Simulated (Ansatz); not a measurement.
# Y (P6_3/mmc, 2 atoms in the cell): modes against biaxial strain in the (0001) plane, that of a and b, part 2 of 2

Wanted: the shifts of the zone-centre modes of Y (P6_3/mmc, 2 atoms in the cell) with strain.

Ansatz 0.2.0; DFT LDA, scalar-relativistic, plane waves, PAW; PAW set soft_1.

So far. Step 4 (Tight relaxation): The forces vanish by symmetry and the pressure is 0.002 GPa, within the tolerances set. The cell now holds 29.91 Å³/atom.

## Step 5: Zone-centre response at rest

The force constants come from the linear response of the density to a displacement.

The modes at rest are the reference of the series.

File input.yaml:

```yaml
crystal:
  lattice:
    - [3.5423334127, 0.0, 0.0]
    - [-1.7711667064, 3.0677507241, 0.0]
    - [0.0, 0.0, 5.5055929326]
  atoms:
    - { symbol: "Y", position: [0.3333333333, 0.6666666667, 0.25] }
    - { symbol: "Y", position: [0.6666666667, 0.3333333333, 0.75] }
kpoints:
  mp_grid: { grid: [15, 15, 8] }
hamiltonian:
  xc: lda
  pseudopotentials: { kind: paw, azcp: { folder: soft_1 }, xc_functional: pbe }
scf:
  occupations: { method: methfessel_paxton, width: 0.2 }
output:
  eigenvalues: true
phonons:
  method: dfpt
```

On the command line:

```sh
ansatz run input.yaml --threads 4 --pin off --max-ram 10240MiB --backend cpu --events-out ev --progress --plain --runs-dir out
```

Numbers of over 12 decimals in the logs are rounded to 6 here.

The program printed:

```text
zone centre: on kpoints.mp_grid the ground state, and the responses unless they are solved on pairs of k-points, stand on 320 of the mesh's 1800 k-points, reduced under 4 symmetry operations, with k and −k counted as one. Each operation leaves every solved displacement unchanged or reverses it
[...]
Crystal: 2 atoms, lattice volume = 59.829 Å³
Basis set: ecut = 420 eV, 1153 PW (Γ), exchange–correlation on 48×48×80 points (8 copies of the dense FFT grid, shifted against one another)
Bands: 15, of which v1, the nominal top of the filled ones, is band 11 counted from 1 (10 counted from 0)
Symmetry: 24 space group operations
k-points: 320 of 1800 (irreducible under 4 space group operations, time reversal used)
[...]
SCF iter   1: F=—  HF=-7491.202096 eV  |F-HF|=—  |Δ(HF+E_count)|=         —  Δρ=1.22e-2  dr2=1.39e-1  ethr=3.10e-3  ⟨swp⟩=4.4  Hψ=20442  notcnv=0
[...]
SCF iter   8: F=-7491.151551 eV  HF=-7491.151551 eV  |F-HF|=1.82e-12  |Δ(HF+E_count)|=  1.22e-10  S|Δr|=    0.00e0  Δρ=1.15e-7  dr2=6.39e-12  ethr=1.00e-12  ⟨swp⟩=5.0  Hψ=21853  notcnv=0
SCF 1 converged in 8 iterations: F = -7491.151551 eV  dr2 = 6.39e-12
[...]
DFPT response loops at Γ: preconditioner auto → Kerker (q_TF=auto, 2.309 Å⁻¹) (partly filled bands, converged f_vac=0.000); β = 1.00, the filter's whole step (`scf.mixing.beta` (0.50) is not read by the response loops under this deck's `scf.mixing.preconditioner`; to damp them name `kerker` or `kerker_dos`, under which they read `scf.mixing.beta`, and type it under 1.00, their step now; both keys bind the ground state too); Broyden in place of MSR1
SCF converged after 8 iterations
[...]
Free energy (F): -7491.151551 eV
[...]
Internal energy: -7491.150166 eV  (E = F + TS)
E sigma→0 (E₀):  -7491.151205 eV
Entropy (-TS):   -0.001384 eV (-0.692 meV/atom)
Fermi energy:    10.222055 eV
[...]
--- Band table (eV; the first three rows and the last of 320) ---
  k-point 0: bands = [... 7 lower, -11.7368, 5.4424, 8.2170, 11.5510, 11.9791, 11.9791, 12.4067, 12.6751]
  k-point 1: bands = [... 7 lower, -11.7711, 5.5579, 8.1734, 11.4005, 11.9060, 11.9060, 12.2952, 12.5699]
  k-point 2: bands = [... 7 lower, -11.8097, 5.8908, 7.9902, 11.1316, 11.8034, 11.8034, 11.9939, 12.3276]
  k-point 319: bands = [... 7 lower, -11.8921, 8.8303, 8.8303, 10.3874, 10.3874, 11.0077, 11.0077, 12.8567]
--- Phonons (Γ-DFPT): 2 representative perturbations + reference, on 320 of 1800 k-points (Σ response iterations 6) ---
  k mesh reduced under 4 symmetry operations, with k and −k counted as one. Each operation leaves every solved displacement unchanged or reverses it
  ASR residual: 2.947e-5 → 0.000e0 eV/Å²; symmetrization residual: 1.604e-10 eV/Å²
  ASR residual per site (eV/Å²): 2.95e-5 2.95e-5
  Γ frequencies (cm⁻¹): 0.00 0.00 0.00 89.04 89.04 153.05
  non-analytic LO–TO correction: not included (Born effective charges unavailable; polar crystals: no LO–TO splitting at Γ)
```

Run time: 35 s. Hardware: 4 threads of AMD EPYC (Zen 3), shared host; peak memory 1.1 GiB.

The column dr2 measures how far the density is from self-consistency, as an energy; F and HF (Harris–Foulkes) agree once it is small.

This step gave:

- sum-rule residual before enforcement: 2.95e-5 eV/Å²
- point group: 6/mmm
- highest optical mode at the zone centre (no LO-TO term): 153.1 cm⁻¹
- lowest optical zone-centre mode: 89.04 cm⁻¹

Patterns of degenerate modes are one choice out of their space. Modes at Γ:

```tsv
mode	frequency (cm⁻¹)	symmetry
1	0.0	acoustic
2	0.0	acoustic
3	0.0	acoustic
4	89.0	E2g
5	89.0	E2g
6	153.1	B1g
```

Displacements in mode 5 (89.0 cm⁻¹), the largest set to 1:
```
Y1   0.00 -1.00  0.00
Y2   0.00  1.00  0.00
```

Displacements in mode 6 (153.1 cm⁻¹), the largest set to 1:
```
Y1   0.00  0.00  1.00
Y2   0.00  0.00 -1.00
```

Before it was imposed, the acoustic sum rule was missed by 2.9e-5 eV/Å². Small misses are needed for a sound result but don't prove that mesh and cutoff are converged. The lowest optical mode is real, 89.0 cm⁻¹.

## Step 6: Relaxation of a member: biaxial strain of +4 % in the (0001) plane, that of a and b

The cell takes a biaxial strain of +4 % in the (0001) plane, that of a and b. The strained lengths are held, while the rest of the cell and the atoms relax.

input.yaml, the sections that differ from step 5:

```yaml
crystal:
  lattice:
    - [3.6840267491, 0.0, 0.0]
    - [-1.8420133746, 3.190460753, 0.0]
    - [0.0, 0.0, 5.411811422]
  atoms:
    - { symbol: "Y", position: [0.3333333333, 0.6666666667, 0.25] }
    - { symbol: "Y", position: [0.6666666667, 0.3333333333, 0.75] }
output:
  forces: true
  stress: true
  eigenvalues: true
relax:
  adjacent_minimum: "off"
  f_tol: 0.001
  max_steps: 60
  cell: { stress_tol: 0.01, fix: [a, b, gamma] }
# kpoints, hamiltonian, scf: as in step 5
# phonons: removed
```

The program printed:

```text
[...]
Crystal: 2 atoms, lattice volume = 63.609 Å³
Basis set: ecut = 420 eV, 1243 PW (Γ)
Bands: 15, of which v1, the nominal top of the filled ones, is band 11 counted from 1 (10 counted from 0)
Symmetry: 24 space group operations
[...]
k-points: 135 of 1800
[...]
k-point 134: bands = [... 7 lower, -12.6860, 9.1174, 9.1174, 9.1340, 9.1340, 10.0209, 10.0209, 12.4318]
--- Relaxed structure (3 steps of the walk, 3 accepted, 1 SCFs on fresh bases) ---
[...]
cell:  # Å, volume = 63.2763 Å³
    - [3.684027, 2.8867476061034775e-11, 0.0]
    - [-1.842013, 3.190461, 0.0]
    - [0.0, 0.0, 5.383498]
  atoms:
    - { symbol: Y, position: [0.333333, 0.666667, 0.25] }
    - { symbol: Y, position: [0.666667, 0.333333, 0.75] }
[key lines of the parts left out:]
SCF converged after 5 iterations
Free energy (F): -7491.100441 eV
Fermi energy:    9.515339 eV
P = ⅓ Tr σ = -2.2321 GPa (-22.321 kbar)
```

The job ended after 14 s (4 threads; peak memory 0.46 GiB).

Relaxation path:

```tsv
step	energy less that of the first step (eV)	largest force component (eV/Å)	pressure (GPa)	volume (Å³)
1	0.0000	0.0000	-2.44	63.61
2	-0.0005	0.0000	-2.25	63.31
3	-0.0005	0.0000	-2.23	63.28
4*	-0.0005	0.0000	-2.23	63.28
```

Relaxation steps marked * repeat the geometry before them on a plane-wave basis chosen anew for their cell, so energy and pressure can jump there.

Forces are held to the 24 operations that the run works with; a distortion that breaks them can't arise in this run.

```tsv
conventional cell, symmetrised	before	after	change
a (Å)	3.684	3.684	+0.0 %
b (Å)	3.684	3.684	+0.0 %
c (Å)	5.412	5.383	-0.5 %
volume (Å³/atom)	31.80	31.64	-0.5 %
```

Final coordinates:

```xyz
2
Lattice="3.6840 0.0000 0.0000 -1.8420 3.1905 0.0000 0.0000 0.0000 5.3835" Properties=species:S:1:pos:R:3 pbc="T T T"
Y     0.0000    2.1270    1.3459
Y     1.8420    1.0635    4.0376
```

Numbers from this step:

| Quantity | Value |
| --- | --- |
| pressure | -2.232 GPa |
| volume per atom | 31.64 Å³ |

The forces vanish by symmetry.

## Step 7: Modes of this member: biaxial strain of +4 % in the (0001) plane, that of a and b

The zone-centre modes follow for biaxial strain of +4 % in the (0001) plane, that of a and b.

input.yaml, the sections that differ from step 6:

```yaml
crystal:
  lattice:
    - [3.6840267491, 0.0, 0.0]
    - [-1.8420133746, 3.190460753, 0.0]
    - [0.0, 0.0, 5.3834981009]
  atoms:
    - { symbol: "Y", position: [0.3333333333, 0.6666666667, 0.25] }
    - { symbol: "Y", position: [0.6666666667, 0.3333333333, 0.75] }
output:
  eigenvalues: true
phonons:
  method: dfpt
# kpoints, hamiltonian, scf: as in step 6
# relax: removed
```

The program printed:

```text
[...]
Crystal: 2 atoms, lattice volume = 63.276 Å³
Basis set: ecut = 420 eV, 1241 PW (Γ), exchange–correlation on 50×50×72 points (8 copies of the dense FFT grid, shifted against one another)
Bands: 15, of which v1, the nominal top of the filled ones, is band 11 counted from 1 (10 counted from 0)
Symmetry: 24 space group operations
k-points: 320 of 1800 (irreducible under 4 space group operations, time reversal used)
[...]
SCF iter   1: F=—  HF=-7491.154860 eV  |F-HF|=—  |Δ(HF+E_count)|=         —  Δρ=1.24e-2  dr2=1.53e-1  ethr=3.10e-3  ⟨swp⟩=4.3  Hψ=20408  notcnv=0
[...]
SCF iter   8: F=-7491.100441 eV  HF=-7491.100441 eV  |F-HF|=1.82e-12  |Δ(HF+E_count)|=  9.09e-13  S|Δr|=    0.00e0  Δρ=4.37e-8  dr2=3.73e-13  ethr=1.00e-12  ⟨swp⟩=5.2  Hψ=18760  notcnv=0
SCF 1 converged in 8 iterations: F = -7491.100441 eV  dr2 = 3.73e-13
[...]
SCF converged after 8 iterations
[...]
Free energy (F): -7491.100441 eV
[...]
Internal energy: -7491.101144 eV  (E = F + TS)
E sigma→0 (E₀):  -7491.100617 eV
Entropy (-TS):   0.000703 eV (0.352 meV/atom)
Fermi energy:    9.515339 eV
[...]
--- Band table (eV; the first three rows and the last of 320) ---
  k-point 0: bands = [... 7 lower, -12.5758, 4.8550, 7.7024, 11.1163, 11.1452, 11.1452, 11.9161, 11.9161]
  k-point 1: bands = [... 7 lower, -12.6077, 4.9739, 7.6671, 10.9373, 11.0224, 11.0224, 11.7774, 11.7774]
  k-point 2: bands = [... 7 lower, -12.6861, 5.3175, 7.4966, 10.6260, 10.8736, 10.8736, 11.4735, 11.4735]
  k-point 319: bands = [... 7 lower, -12.7062, 8.1894, 8.1894, 9.6993, 9.6993, 10.3155, 10.3155, 12.0519]
[...]
ASR residual: 3.134e-5 → 0.000e0 eV/Å²; symmetrization residual: 1.903e-10 eV/Å²
  ASR residual per site (eV/Å²): 3.13e-5 3.13e-5
  Γ frequencies (cm⁻¹): 0.00 0.00 0.00 95.32 95.32 170.09
[...]
```

The job ended after 39 s (4 threads; peak memory 1.1 GiB).

This step gave:

- sum-rule residual before enforcement: 3.13e-5 eV/Å²
- highest optical mode at the zone centre (no LO-TO term): 170.1 cm⁻¹
- lowest optical zone-centre mode: 95.32 cm⁻¹

Patterns of degenerate modes are one choice out of their space. Modes at Γ:

```tsv
mode	frequency (cm⁻¹)	symmetry
1	0.0	acoustic
2	0.0	acoustic
3	0.0	acoustic
4	95.3	E2g
5	95.3	E2g
6	170.1	B1g
```

The lowest optical mode is real, 95.3 cm⁻¹, and the highest lies at 170.1 cm⁻¹.

Between step 5 and this run (strain 4 %) the value for the highest optical mode at the zone centre (no LO-TO term) moves from 153 cm⁻¹ to 170 cm⁻¹ (+11 %).

## Step 8: Relaxation of a member: biaxial strain of -4 % in the (0001) plane, that of a and b

The cell takes a biaxial strain of -4 % in the (0001) plane, that of a and b. The strained lengths are held, while the rest of the cell and the atoms relax.

input.yaml, the sections that differ from step 7:

```yaml
crystal:
  lattice:
    - [3.4006400762, 0.0, 0.0]
    - [-1.7003200381, 2.9450406951, 0.0]
    - [0.0, 0.0, 5.6220597053]
  atoms:
    - { symbol: "Y", position: [0.3333333333, 0.6666666667, 0.25] }
    - { symbol: "Y", position: [0.6666666667, 0.3333333333, 0.75] }
output:
  forces: true
  stress: true
  eigenvalues: true
relax:
  adjacent_minimum: "off"
  f_tol: 0.001
  max_steps: 60
  cell: { stress_tol: 0.01, fix: [a, b, gamma] }
# kpoints, hamiltonian, scf: as in step 7
# phonons: removed
```

The program printed:

```text
[...]
Crystal: 2 atoms, lattice volume = 56.305 Å³
Basis set: ecut = 420 eV, 1099 PW (Γ)
Bands: 15, of which v1, the nominal top of the filled ones, is band 11 counted from 1 (10 counted from 0)
Symmetry: 24 space group operations
[...]
k-points: 135 of 1800
[...]
k-point 134: bands = [... 7 lower, -11.0873, 10.4164, 10.4164, 10.5214, 10.5214, 11.5562, 11.5562, 13.7302]
--- Relaxed structure (3 steps of the walk, 3 accepted, 1 SCFs on fresh bases) ---
[...]
cell:  # Å, volume = 56.7142 Å³
    - [3.400640, 0, 0]
    - [-1.700320, 2.945041, 3.959872327190729e-19]
    - [0, 7.559365371694012e-19, 5.662913]
  atoms:
    - { symbol: Y, position: [0.333333, 0.666667, 0.25] }
    - { symbol: Y, position: [0.666667, 0.333333, 0.75] }
[key lines of the parts left out:]
SCF converged after 5 iterations
Free energy (F): -7491.100956 eV
Fermi energy:    10.915086 eV
P = ⅓ Tr σ = 2.3325 GPa (23.325 kbar)
```

Run time: 11 s. Hardware: 4 threads; peak memory 0.45 GiB.

The steps of the relaxation:

```tsv
step	energy less that of the first step (eV)	largest force component (eV/Å)	pressure (GPa)	volume (Å³)
1	0.0000	0.0000	2.73	56.31
2	-0.0008	0.0000	2.36	56.69
3	-0.0008	0.0000	2.33	56.71
4*	-0.0009	0.0000	2.33	56.71
```

Relaxation steps marked * repeat the geometry before them on a plane-wave basis chosen anew for their cell, so energy and pressure can jump there.

The run keeps the 24 symmetry operations that it works with, so distortions that break them were not tested.

```tsv
conventional cell, symmetrised	before	after	change
a (Å)	3.401	3.401	+0.0 %
b (Å)	3.401	3.401	+0.0 %
c (Å)	5.622	5.663	+0.7 %
volume (Å³/atom)	28.15	28.36	+0.7 %
```

Final coordinates:

```cif
data_structure
_symmetry_space_group_name_H-M 'P 1'
_symmetry_Int_Tables_number 1
_cell_length_a 3.4006
_cell_length_b 3.4006
_cell_length_c 5.6629
_cell_angle_alpha 90.000
_cell_angle_beta 90.000
_cell_angle_gamma 120.000
_cell_volume 56.71
loop_
_atom_site_label
_atom_site_type_symbol
_atom_site_fract_x
_atom_site_fract_y
_atom_site_fract_z
_atom_site_occupancy
Y1 Y 0.33333 0.66667 0.25000 1
Y2 Y 0.66667 0.33333 0.75000 1
```

Numbers from this step:

```yaml
pressure: 2.333 GPa
volume_per_atom: 28.36 Å³
```

The forces vanish by symmetry.

The cell grew by 0.7 % in volume.

## Step 9: Zone-centre modes of the member: biaxial strain of -4 % in the (0001) plane, that of a and b

The zone-centre modes follow for biaxial strain of -4 % in the (0001) plane, that of a and b.

input.yaml, the sections that differ from step 8:

```yaml
crystal:
  lattice:
    - [3.4006400762, 0.0, 0.0]
    - [-1.7003200381, 2.9450406951, 0.0]
    - [0.0, 0.0, 5.6629129314]
  atoms:
    - { symbol: "Y", position: [0.3333333333, 0.6666666667, 0.25] }
    - { symbol: "Y", position: [0.6666666667, 0.3333333333, 0.75] }
output:
  eigenvalues: true
phonons:
  method: dfpt
# kpoints, hamiltonian, scf: as in step 8
# relax: removed
```

The program printed:

```text
[...]
Crystal: 2 atoms, lattice volume = 56.714 Å³
Basis set: ecut = 420 eV, 1099 PW (Γ), exchange–correlation on 48×48×80 points (8 copies of the dense FFT grid, shifted against one another)
Bands: 15, of which v1, the nominal top of the filled ones, is band 11 counted from 1 (10 counted from 0)
Symmetry: 24 space group operations
k-points: 320 of 1800 (irreducible under 4 space group operations, time reversal used)
[...]
k-point 1: bands = [... 7 lower, -10.9157, 6.1619, 8.6810, 11.8274, 12.4953, 12.7853, 12.7853, 13.3414]
  k-point 2: bands = [... 7 lower, -10.9270, 6.4804, 8.4859, 11.5982, 12.2451, 12.7319, 12.7319, 13.1657]
  k-point 319: bands = [... 7 lower, -11.0994, 9.4822, 9.4822, 11.0657, 11.0657, 11.7427, 11.7427, 13.6245]
[...]
ASR residual: 5.893e-5 → 0.000e0 eV/Å²; symmetrization residual: 7.469e-14 eV/Å²
  ASR residual per site (eV/Å²): 5.89e-5 5.89e-5
  Γ frequencies (cm⁻¹): 0.00 0.00 0.00 75.21 75.21 129.16
[...]
[key lines of the parts left out:]
SCF converged after 8 iterations
Free energy (F): -7491.100956 eV
Fermi energy:    10.915086 eV
```

Run time: 31 s. Hardware: 4 threads; peak memory 1.1 GiB.

Numbers from this step:

```
sum-rule residual before enforcement                    : 5.89e-5 eV/Å²
highest optical mode at the zone centre (no LO-TO term) : 129.2 cm⁻¹
lowest optical zone-centre mode                         : 75.21 cm⁻¹
```

Patterns of degenerate modes are one choice out of their space. Modes at Γ:

```tsv
mode	frequency (cm⁻¹)	symmetry
1	0.0	acoustic
2	0.0	acoustic
3	0.0	acoustic
4	75.2	E2g
5	75.2	E2g
6	129.2	B1g
```

The lowest optical mode is real, 75.2 cm⁻¹, and the highest lies at 129.2 cm⁻¹.

For the highest optical mode at the zone centre (no LO-TO term), step 5 gave 153 cm⁻¹; this run, with strain -4 %, gives 129 cm⁻¹ (-16 %).

## Step 10: The series together

The members are set side by side, also those not shown above.

Stress is positive in compression; energies are extrapolated to zero smearing, and E0 is that at rest; the edges not held and the atoms are relaxed in each cell; all runs use 15×15×8 k points and Methfessel-Paxton smearing of 0.2 eV. State of the crystal along the series:

```tsv
strain (%)	in-plane stress (GPa)	free strain along c (%)	E - E0 (meV/atom)
-4	3.499	2.857	25.44
-3	2.565	2.115	14.34
-2	1.688	1.379	6.484
-1	0.8417	0.669	1.708
0	5.13e-4	0	0
1	-0.8503	-0.6059	1.454
2	-1.701	-1.17	6.154
3	-2.538	-1.703	14.12
4	-3.348	-2.218	25.29
```

Optical modes are counted from below at rest and tracked from member to member by their patterns, and modes that stay within 0.3 cm⁻¹ of each other stand once; labels, where given, are those at rest; the edges not held and the atoms are relaxed in each cell; all runs use 15×15×8 k points and Methfessel-Paxton smearing of 0.2 eV. Optical modes along the series:

```tsv
strain (%)	optical mode 1 E2g (cm⁻¹)	optical mode 2 B1g (cm⁻¹)
-4	75.21	129.2
-3	77.75	133.3
-2	81.24	139
-1	85.26	145.9
0	89.04	153.1
1	91.91	159.2
2	93.77	164.1
3	94.8	167.6
4	95.32	170.1
```

Value and slope at zero strain of a cubic (a lower polynomial where under five rows exist) through the rows within 2 % of rest. Slopes at rest:

```tsv
mode	frequency (cm⁻¹)	shift per percent of strain (cm⁻¹)	shift per GPa of compressive stress (cm⁻¹)
optical mode 1 E2g	89	3.39	-4.01
optical mode 2 B1g	153	6.79	-8.03
```

## Step 11: Results

| Property | Result |
| --- | --- |
| members | 9 |
| highest optical mode at the zone centre (no LO-TO term), at rest | 153.1 cm⁻¹ |
| biaxial modulus in the (0001) plane, that of a and b | 84.6 GPa |
| optical mode 1 E2g, shift per percent | 3.39 cm⁻¹ |
| optical mode 2 B1g, shift per percent | 6.79 cm⁻¹ |

The stress changes by 0.85 GPa for each percent, a biaxial modulus of 85 GPa in the (0001) plane, that of a and b. For each percent the free edge responds with -0.64 %. Within 2 % of rest optical mode 1 E2g bends away from a straight line, so a single slope holds only near rest. The fastest shift in the table of slopes is 6.8 cm⁻¹ for each percent (optical mode 2 B1g), or -8.0 cm⁻¹ for each GPa of compressive stress. For small strain, the measured shift of a line that Raman or infrared light can see, divided by its slope, estimates the stress, if the state of stress is of this kind. These are harmonic frequencies at zero temperature: anharmonic shifts, linewidths and thermal expansion are left out. With no gap, or one that is small against the smearing, the frequencies hang on the k mesh and the smearing, most of all near Kohn anomalies. The PAW files were made for PBE; the program adapts parts of them to the functional of the run, but their partial waves stay those of PBE, an approximation that was not tested in this session. Only the zone centre was solved, so an instability at another wavevector cannot show here.

[Logs are printed without paths, hosts, clocks, repeated set-up lines and the standing remarks that a program may print on its own settings, such as how far it seeks lower states.]

[Hosts, paths, dates, database ids (printed as entryN), source tags and the programs' standing remarks are cut or masked in the printed files.]
